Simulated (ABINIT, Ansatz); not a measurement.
## How the form of the self-energy moves the gap of Ba2MgH6 (P-3m1)

Aim: compare treatments of exchange, screening and correlation for the gap of Ba2MgH6 (P-3m1).

Method: LDA and many-body steps on it, plane waves, in ABINIT 10.8.3.

## (1) The starting structure

It takes space group P-3m1 (No. 164, trigonal). Conventional cell: a = 5.718 Å, b = 5.718 Å, c = 4.538 Å, α = 90.00°, β = 90.00°, γ = 120.00°. Nearest to Ba lie 12 H at 2.75 to 2.87 Å. Nearest to Mg lie 6 H at 1.97 Å. Nearest to H lie 1 Mg at 1.97 Å and 4 H at 2.65 to 2.80 Å and 4 Ba at 2.75 to 2.87 Å. Farther neighbours are not listed.

Coordinates:

```cif
data_structure
_symmetry_space_group_name_H-M 'P 1'
_symmetry_Int_Tables_number 1
_cell_length_a 5.7178
_cell_length_b 5.7178
_cell_length_c 4.5383
_cell_angle_alpha 90.000
_cell_angle_beta 90.000
_cell_angle_gamma 120.000
_cell_volume 128.49
loop_
_atom_site_label
_atom_site_type_symbol
_atom_site_fract_x
_atom_site_fract_y
_atom_site_fract_z
_atom_site_occupancy
Ba1 Ba 0.66667 0.33333 0.26704 1
Ba2 Ba 0.33333 0.66667 0.73296 1
Mg3 Mg 0.00000 0.00000 0.00000 1
H4 H 0.82963 0.65927 0.77533 1
H5 H 0.82963 0.17037 0.77533 1
H6 H 0.34073 0.17037 0.77533 1
H7 H 0.17037 0.34073 0.22467 1
H8 H 0.17037 0.82963 0.22467 1
H9 H 0.65927 0.82963 0.22467 1
```

The cell and positions are those that the Materials Project relaxed with its own functionals (PBE, PBE+U or r2SCAN), kept fixed. Spin-orbit coupling is left out unless a step names it.

## (2) Empty states on the mesh, 3×3×2 mesh, 248 bands

This step: ABINIT 10.8.3; DFT, LDA, plane waves, norm-conserving pseudopotentials.

The sums over transitions need many empty states on a uniform mesh; this step solves for them.

The input, run.abi:

```
acell 3*1.0 Angstrom
rprim 
  5.717818886904 0.000000000024 0.000000000000
  -2.858909443473 4.951776410285 0.000000000000
  0.000000000000 0.000000000000 4.538310090000
ntypat 3
znucl 56 12 1
natom 9
typat 1 1 2 3 3 3 3 3 3
xred 
  0.666666666667 0.333333333333 0.267038260000
  0.333333333333 0.666666666667 0.732961740000
  0.000000000000 0.000000000000 0.000000000000
  0.829634400000 0.659268800000 0.775326710000
  0.829634400000 0.170365600000 0.775326710000
  0.340731200000 0.170365600000 0.775326710000
  0.170365600000 0.340731200000 0.224673290000
  0.170365600000 0.829634400000 0.224673290000
  0.659268800000 0.829634400000 0.224673290000
pp_dirpath "pseudos"
pseudos "Ba.upf, Mg.upf, H.upf"
ecut 38
ngkpt 3 3 2
nshiftk 1
shiftk 0 0 0
kptopt 1
chksymbreak 0
iscf -2
irdden 1
istwfk *1
nband 248
nbdbuf 22
tolwfr 1e-09
nstep 60
prtvol 0
indata_prefix "in"
outdata_prefix "out"
tmpdata_prefix "tmp"
```

Command:

```bash
$ OMP_NUM_THREADS=1 mpirun -n 4 abinit run.abi > log
```

Numbers of over 12 decimals in the logs are rounded to 6 here.

Output:

```text
.Version 10.8.3 of ABINIT. v10.8.2 released Aug 2026.

 Symmetries : space group P-3 m 1 (#164); Bravais hP (primitive hexag.)
[... echo of the input left out ...]
== DATASET  1 ==================================================================
-   mpi_nproc: 4, omp_nthreads: 1 (-1 if OMP is not activated)

--- !DatasetInfo
iteration_state: {dtset: 1, }
dimensions: {natom: 9, nkpt: 6, mband: 248, nsppol: 1, nspinor: 1, nspden: 1, mpw: 9726, }
cutoff_energies: {ecut:  38.0, pawecutdg:  -1.0, }
[...]
2.81582    2.81984    2.81984    2.83096    2.83096    2.84896    2.84933    2.84933
   2.85482    2.86055    2.86055    2.88910    2.88947    2.90235    2.90871    2.91110
 prteigrs : prtvol=0 or 1, do not print more k-points.

== END DATASET(S) ==============================================================
================================================================================

 -outvars: echo values of variables after computation  --------
            nband         248
             nkpt           6
          spgroup         164
 [... the other variables as echoed above ...]

 Calculation completed.
```

It took 2.7 min on 4 MPI ranks of Arm Neoverse V2, shared host; peak memory 0.55 GiB; 11 min of CPU time.

Numbers from this step:

```
gap                                                           : 2.607 eV
k of the valence top                                          : 0.3333, 0, 0
k of the conduction bottom                                    : 0, 0, 0
least direct gap                                              : 2.729 eV
k points computed                                             : 6
lowest point of the top converged band, above the valence top : 71.6634 eV
```

On this mesh the gap is 2.607 eV.

The density comes from a self-consistent run that is not shown.

## (3) Screening, 3×3×2 mesh, 103 bands, screening to 114.3 eV

The RPA dielectric matrix is built and inverted for each q.

This step: RPA screening on LDA, plane waves, norm-conserving pseudopotentials.

run.abi, as its differences from that of step 2:

```diff
@@ -27,10 +27,11 @@
 chksymbreak 0
-iscf -2
-irdden 1
 istwfk *1
-nband 248
-nbdbuf 22
-tolwfr 1e-09
-nstep 60
-prtvol 0
+occopt 1
+irdwfk 1
+optdriver 3
+nband 103
+ecuteps 4.2
+inclvkb 2
+awtr 1
+symchi 1
 indata_prefix "in"
```

Output:

```text
.Version 10.8.3 of ABINIT. v10.8.2 released Aug 2026.

 Symmetries : space group P-3 m 1 (#164); Bravais hP (primitive hexag.)
[... echo of the input left out ...]
== DATASET  1 ==================================================================
-   mpi_nproc: 4, omp_nthreads: 1 (-1 if OMP is not activated)

--- !DatasetInfo
iteration_state: {dtset: 1, }
dimensions: {natom: 9, nkpt: 6, mband: 103, nsppol: 1, nspinor: 1, nspden: 1, mpw: 9726, }
cutoff_energies: {ecut:  38.0, pawecutdg:  -1.0, }
electrons: {nelect:   3.60000000E+01, charge:   0.00000000E+00, occopt:   1.00000000E+00, tsmear:   1.00000000E-02, }

 SCREENING: Calculation of the susceptibility and dielectric matrices

 Based on a program developped by R.W. Godby, V. Olevano, G. Onida, and L. Reining.
 Incorporated in ABINIT by V. Olevano, G.-M. Rignanese, and M. Torrent.
.Using double precision arithmetic ; gwpc =  8

[... cell and pseudopotentials left out ...]
--------------------------------------------------------------------------------

 ==== K-mesh for the wavefunctions ====
 Number of points in the irreducible wedge :     6
[... list of points left out ...]
 Together with 12 symmetry operations and time-reversal symmetry
 yields    18 points in the full Brillouin Zone.

 ==== Q-mesh for the screening function ====
 Number of points in the irreducible wedge :     6
[... list of points left out ...]
 Together with 12 symmetry operations and time-reversal symmetry
 yields    18 points in the full Brillouin Zone.

 setmesh: FFT mesh size selected  =    36x   36x   32
          total number of points  =        41472

 vcoul_init : cutoff-mode = AUXILIARY_FUNCTION
 q-points for optical limit:   1
     1)      0.000010    0.000020    0.000030

- screening: taking advantage of time-reversal symmetry
- Maximum band index for partially occupied states nbvw = 18
- Remaining bands to be divided among processors   nbcw = 85
- Number of bands treated by each node ~21

 Number of electrons calculated from density =   36.0000; Expected =   36.0000
 average of density, n =  0.041516
 r_s =    1.7916
 omega_plasma =   19.6547 [eV]

 calculating chi0 at frequencies [eV] :
  1    0.000000E+00    0.000000E+00
  2    0.000000E+00    1.965467E+01

--------------------------------------------------------------------------------
  q-point number  1        q = ( 0.000000, 0.000000, 0.000000) [r.l.u.]
--------------------------------------------------------------------------------
[... chi0 elements left out ...]
 For q-point:  0.000010 0.000020 0.000030
  dielectric constant =   6.1163
  dielectric constant without local fields =   6.8352

  Average fulfillment of the sum rule on Im[epsilon] for q-point    1 :     64.60  [%]
[... wings left out ...]
  q-point number  2        q = ( 0.333333, 0.000000, 0.000000) [r.l.u.]
--------------------------------------------------------------------------------
[... chi0 elements left out ...]
  Average fulfillment of the sum rule on Im[epsilon] for q-point    2 :     73.59  [%]

 [... 4 further q-points ...]
```

Elapsed: 28 s, on 4 MPI ranks; peak memory 1.4 GiB; 1.8 min of CPU time.

This step gave:

```
ε∞ with local fields, on this mesh, along the program's q direction : 6.116
the same without local fields                                       : 6.835
plasma frequency                                                    : 19.65 eV
plane waves in the screening matrix                                 : 355
```

Local fields lower ε∞ by 11 %. On a Γ-centred mesh this coarse the value itself is usually too large, while a short band sum pulls it down.

## (4) G0W0, Godby-Needs plasmon pole

The self-energy is evaluated for the states that the input lists, and the levels follow from it, in one-shot runs by the linearised quasiparticle equation.

This step: G0W0 on LDA, plane waves, norm-conserving pseudopotentials.

run.abi, as its differences from that of step 3:

```diff
@@ -30,8 +30,17 @@
 irdwfk 1
-optdriver 3
+optdriver 4
 nband 103
+gwcalctyp 0
+ecutsigx 38
+symsigma 1
+nkptgw 2
+kptgw 
+  0.3333333333 0.0000000000 0.0000000000
+  0.0000000000 0.0000000000 0.0000000000
+bdgw 
+  17 20
+  17 21
 ecuteps 4.2
-inclvkb 2
-awtr 1
-symchi 1
+irdscr 1
+ppmodel 1
 indata_prefix "in"
```

Output:

```text
.Version 10.8.3 of ABINIT. v10.8.2 released Aug 2026.

 Symmetries : space group P-3 m 1 (#164); Bravais hP (primitive hexag.)
[... echo of the input left out ...]
== DATASET  1 ==================================================================
-   mpi_nproc: 4, omp_nthreads: 1 (-1 if OMP is not activated)

--- !DatasetInfo
iteration_state: {dtset: 1, }
dimensions: {natom: 9, nkpt: 6, mband: 103, nsppol: 1, nspinor: 1, nspden: 1, mpw: 9726, }
cutoff_energies: {ecut:  38.0, pawecutdg:  -1.0, }
electrons: {nelect:   3.60000000E+01, charge:   0.00000000E+00, occopt:   1.00000000E+00, tsmear:   1.00000000E-02, }

 SIGMA: Calculation of the GW corrections

 Based on a program developped by R.W. Godby, V. Olevano, G. Onida, and L. Reining.
 Incorporated in ABINIT by V. Olevano, G.-M. Rignanese, and M. Torrent.
.Using double precision arithmetic ; gwpc =  8

[... cell and pseudopotentials left out ...]
--------------------------------------------------------------------------------

 ==== K-mesh for the wavefunctions ====
 Number of points in the irreducible wedge :     6
[... list of points left out ...]
 Together with 12 symmetry operations and time-reversal symmetry
 yields    18 points in the full Brillouin Zone.

 ==== Q-mesh for screening function ====
 Number of points in the irreducible wedge :     6
[... list of points left out ...]
 Together with 12 symmetry operations and time-reversal symmetry
 yields    18 points in the full Brillouin Zone.

 vcoul_init : cutoff-mode = AUXILIARY_FUNCTION
 q-points for optical limit:   1
     1)      0.000010    0.000020    0.000030
 setmesh: FFT mesh size selected  =    54x   54x   48
          total number of points  =       139968

 Number of electrons calculated from density =   36.0000; Expected =   36.0000
 average of density, n =  0.041516
 r_s =    1.7916
 omega_plasma =   19.6547 [eV]

 === KS Band Gaps ===
  >>>> For spin  1
   Minimum direct gap =   2.7286 [eV], located at k-point      :   0.0000  0.0000  0.0000
   Fundamental gap    =   2.6073 [eV], Top of valence bands at :   0.3333  0.0000  0.0000
                                       Bottom of conduction at :   0.0000  0.0000  0.0000
 SIGMA fundamental parameters:
 PLASMON POLE MODEL  1
 number of plane-waves for SigmaX                 9653
 number of plane-waves for SigmaC and W            355
 number of plane-waves for wavefunctions          9653
 number of bands                                   103
 number of independent spin polarizations            1
 number of spinorial components                      1
 number of k-points in IBZ                           6
 number of q-points in IBZ                           6
 number of symmetry operations                      12
 number of k-points in BZ                           18
 number of q-points in BZ                           18
 number of frequencies for dSigma/dE                 9
 frequency step for dSigma/dE [eV]                0.25
 number of omega for Sigma on real axis              0
 max omega for Sigma on real axis  [eV]           0.00
 zcut for avoiding poles [eV]                     0.10

 EPSILON^-1 parameters (SCR file):
 dimension of the eps^-1 matrix on file            355
 dimension of the eps^-1 matrix used               355
 number of plane-waves for wavefunctions          9653
 number of bands                                   103
 number of q-points in IBZ                           6
 number of frequencies                               2
 number of real frequencies                          1
 number of imag frequencies                          1

 matrix elements of self-energy operator (all in [eV])

 Perturbative Calculation

--- !SelfEnergy_ee
iteration_state: {dtset: 1, }
kpoint     : [   0.333,    0.000,    0.000, ]
spin       : 1
KS_gap     :    3.236
QP_gap     :    4.916
Delta_QP_KS:    1.680
data: !SigmaeeData |
     Band     E0 <VxcDFT>   SigX SigC(E0)      Z dSigC/dE  Sig(E)    E-E0       E
       17   2.791 -10.749 -13.691   2.114   0.780  -0.282 -11.395  -0.647   2.144
       18   3.309 -10.983 -13.836   2.026   0.782  -0.278 -11.630  -0.647   2.662
       19   6.545  -9.314  -4.491  -3.558   0.817  -0.224  -8.281   1.033   7.578
       20   6.673  -9.659  -4.626  -3.685   0.815  -0.228  -8.561   1.098   7.771

--- !SelfEnergy_ee
iteration_state: {dtset: 1, }
kpoint     : [   0.000,    0.000,    0.000, ]
spin       : 1
KS_gap     :    2.729
QP_gap     :    4.295
Delta_QP_KS:    1.566
data: !SigmaeeData |
     Band     E0 <VxcDFT>   SigX SigC(E0)      Z dSigC/dE  Sig(E)    E-E0       E
       17   3.188 -10.948 -13.800   2.047   0.783  -0.278 -11.578  -0.631   2.557
       18   3.188 -10.948 -13.800   2.047   0.783  -0.278 -11.578  -0.631   2.557
       19   5.916  -9.024  -4.632  -3.253   0.822  -0.217  -8.088   0.935   6.852
       20   7.049  -9.780  -4.575  -3.799   0.813  -0.230  -8.638   1.142   8.191
       21   7.049  -9.780  -4.575  -3.799   0.813  -0.230  -8.638   1.142   8.191

== END DATASET(S) ==============================================================
================================================================================

 -outvars: echo values of variables after computation  --------
           etotal      0.0000000000E+00
            nband         103
             nkpt           6
          spgroup         164
 [... the other variables as echoed above ...]

 Calculation completed.
```

Elapsed: 13 s, on 4 MPI ranks; peak memory 1.1 GiB; 52 s of CPU time.

Numbers from this step:

```
G0W0 gap on the points computed              : 4.19 eV
starting gap on the mesh                     : 2.607 eV
k of the valence top                         : 0.3333, 0, 0
k of the conduction bottom                   : 0, 0, 0
Z at the valence top                         : 0.782
Z at the conduction bottom                   : 0.822
least direct G0W0 gap on the computed points : 4.295 eV
```

The gap on the mesh goes from 2.61 eV to 4.19 eV, a correction of +1.58 eV.

## (5) G0W0, von der Linden-Horsch plasmon pole

run.abi, as its differences from that of step 4:

```diff
@@ -44,3 +44,3 @@
 irdscr 1
-ppmodel 1
+ppmodel 3
 indata_prefix "in"
```

Output:

```text
.Version 10.8.3 of ABINIT. v10.8.2 released Aug 2026.

 Symmetries : space group P-3 m 1 (#164); Bravais hP (primitive hexag.)
[... echo of the input left out ...]
== DATASET  1 ==================================================================
-   mpi_nproc: 4, omp_nthreads: 1 (-1 if OMP is not activated)

--- !DatasetInfo
iteration_state: {dtset: 1, }
dimensions: {natom: 9, nkpt: 6, mband: 103, nsppol: 1, nspinor: 1, nspden: 1, mpw: 9726, }
cutoff_energies: {ecut:  38.0, pawecutdg:  -1.0, }
electrons: {nelect:   3.60000000E+01, charge:   0.00000000E+00, occopt:   1.00000000E+00, tsmear:   1.00000000E-02, }

 SIGMA: Calculation of the GW corrections

 Based on a program developped by R.W. Godby, V. Olevano, G. Onida, and L. Reining.
 Incorporated in ABINIT by V. Olevano, G.-M. Rignanese, and M. Torrent.
.Using double precision arithmetic ; gwpc =  8

[... cell and pseudopotentials left out ...]
--------------------------------------------------------------------------------

 ==== K-mesh for the wavefunctions ====
 Number of points in the irreducible wedge :     6
[... list of points left out ...]
 Together with 12 symmetry operations and time-reversal symmetry
 yields    18 points in the full Brillouin Zone.

 ==== Q-mesh for screening function ====
 Number of points in the irreducible wedge :     6
[... list of points left out ...]
 Together with 12 symmetry operations and time-reversal symmetry
 yields    18 points in the full Brillouin Zone.

 vcoul_init : cutoff-mode = AUXILIARY_FUNCTION
 q-points for optical limit:   1
     1)      0.000010    0.000020    0.000030
 setmesh: FFT mesh size selected  =    54x   54x   48
          total number of points  =       139968

 Number of electrons calculated from density =   36.0000; Expected =   36.0000
[...]
number of omega for Sigma on real axis              0
 max omega for Sigma on real axis  [eV]           0.00
 zcut for avoiding poles [eV]                     0.10

 EPSILON^-1 parameters (SCR file):
 dimension of the eps^-1 matrix on file            355
 dimension of the eps^-1 matrix used               355
 number of plane-waves for wavefunctions          9653
 number of bands                                   103
 number of q-points in IBZ                           6
 number of frequencies                               2
 number of real frequencies                          1
 number of imag frequencies                          1

 matrix elements of self-energy operator (all in [eV])

 Perturbative Calculation

--- !SelfEnergy_ee
iteration_state: {dtset: 1, }
kpoint     : [   0.333,    0.000,    0.000, ]
spin       : 1
KS_gap     :    3.236
QP_gap     :    5.008
Delta_QP_KS:    1.772
data: !SigmaeeData |
     Band     E0 <VxcDFT>   SigX SigC(E0)      Z dSigC/dE  Sig(E)    E-E0       E
       17   2.791 -10.749 -13.691   1.855   0.827  -0.208 -11.648  -0.900   1.891
       18   3.309 -10.983 -13.836   1.796   0.828  -0.208 -11.858  -0.875   2.434
       19   6.545  -9.314  -4.491  -3.773   0.855  -0.169  -8.416   0.898   7.442
[...]
--- !SelfEnergy_ee
iteration_state: {dtset: 1, }
kpoint     : [   0.000,    0.000,    0.000, ]
spin       : 1
KS_gap     :    2.729
QP_gap     :    4.342
Delta_QP_KS:    1.613
data: !SigmaeeData |
     Band     E0 <VxcDFT>   SigX SigC(E0)      Z dSigC/dE  Sig(E)    E-E0       E
[...]
20   7.049  -9.780  -4.575  -3.993   0.852  -0.174  -8.748   1.032   8.081
       21   7.049  -9.780  -4.575  -3.993   0.852  -0.174  -8.748   1.032   8.081

== END DATASET(S) ==============================================================
================================================================================

 -outvars: echo values of variables after computation  --------
           etotal      0.0000000000E+00
            nband         103
             nkpt           6
          spgroup         164
 [... the other variables as echoed above ...]

 Calculation completed.
```

It took 7.2 s on 4 MPI ranks; peak memory 0.95 GiB.

This step gave:

* G0W0 gap on the points computed: 4.235 eV
* starting gap on the mesh: 2.607 eV
* k of the valence top: 0.3333, 0, 0
* k of the conduction bottom: 0, 0, 0
* Z at the valence top: 0.828
* Z at the conduction bottom: 0.858
* least direct G0W0 gap on the computed points: 4.341 eV

Against G0W0 in ABINIT (3×3×2 mesh, 103 bands, screening to 114.3 eV, Godby-Needs plasmon pole), the gap moves by +0.045 eV.

## (6) G0W0, Hybertsen-Louie plasmon pole

run.abi, as its differences from that of step 5:

```diff
@@ -44,3 +44,3 @@
 irdscr 1
-ppmodel 3
+ppmodel 2
 indata_prefix "in"
```

Output:

```text
.Version 10.8.3 of ABINIT. v10.8.2 released Aug 2026.

 Symmetries : space group P-3 m 1 (#164); Bravais hP (primitive hexag.)
[... echo of the input left out ...]
== DATASET  1 ==================================================================
-   mpi_nproc: 4, omp_nthreads: 1 (-1 if OMP is not activated)

--- !DatasetInfo
iteration_state: {dtset: 1, }
dimensions: {natom: 9, nkpt: 6, mband: 103, nsppol: 1, nspinor: 1, nspden: 1, mpw: 9726, }
cutoff_energies: {ecut:  38.0, pawecutdg:  -1.0, }
[...]
Band     E0 <VxcDFT>   SigX SigC(E0)      Z dSigC/dE  Sig(E)    E-E0       E
[...]
20   7.049  -9.780  -4.575  -4.008   0.853  -0.172  -8.759   1.020   8.070
       21   7.049  -9.780  -4.575  -4.008   0.853  -0.172  -8.759   1.020   8.070

== END DATASET(S) ==============================================================
================================================================================

 -outvars: echo values of variables after computation  --------
           etotal      0.0000000000E+00
            nband         103
             nkpt           6
          spgroup         164
 [... the other variables as echoed above ...]

 Calculation completed.
```

Wall time 13 s (4 MPI ranks); peak memory 1 GiB; 50 s of CPU time.

Numbers from this step:

```
G0W0 gap on the points computed              : 4.040 eV
starting gap on the mesh                     : 2.607 eV
k of the valence top                         : 0.3333, 0, 0
k of the conduction bottom                   : 0, 0, 0
least direct G0W0 gap on the computed points : 4.156 eV
```

Against G0W0 in ABINIT (3×3×2 mesh, 103 bands, screening to 114.3 eV, Godby-Needs plasmon pole), the gap moves by −0.150 eV.

[end of part 1 of 2]

[Paths, hosts, dates, memory and timing lines, banners, echoed tables and standing remarks are left out of the program output.]

[Logs are printed without paths, hosts, clocks, repeated set-up lines and the standing remarks that a program may print on its own settings, such as how far it seeks lower states.]

[Runs of the session that timed out or met a known fault of the program may be left out.]

[No measured gap is set beside runs whose start may be inverted or whose files or cutoffs have a known fault.]

[Hosts, paths, dates, database ids (printed as entryN), source tags and the programs' standing remarks are cut or masked in the printed files.]

[G0W0 gaps are taken among the corrected bands and points alone; a level outside them can change the order at an edge.]

[Where Ansatz stands beside ABINIT at settings called matched, ABINIT's density can come from a denser mesh and the files from another edition; pairs whose starting gaps differed by over 0.03 eV were left out, so agreement reads better than it is.]
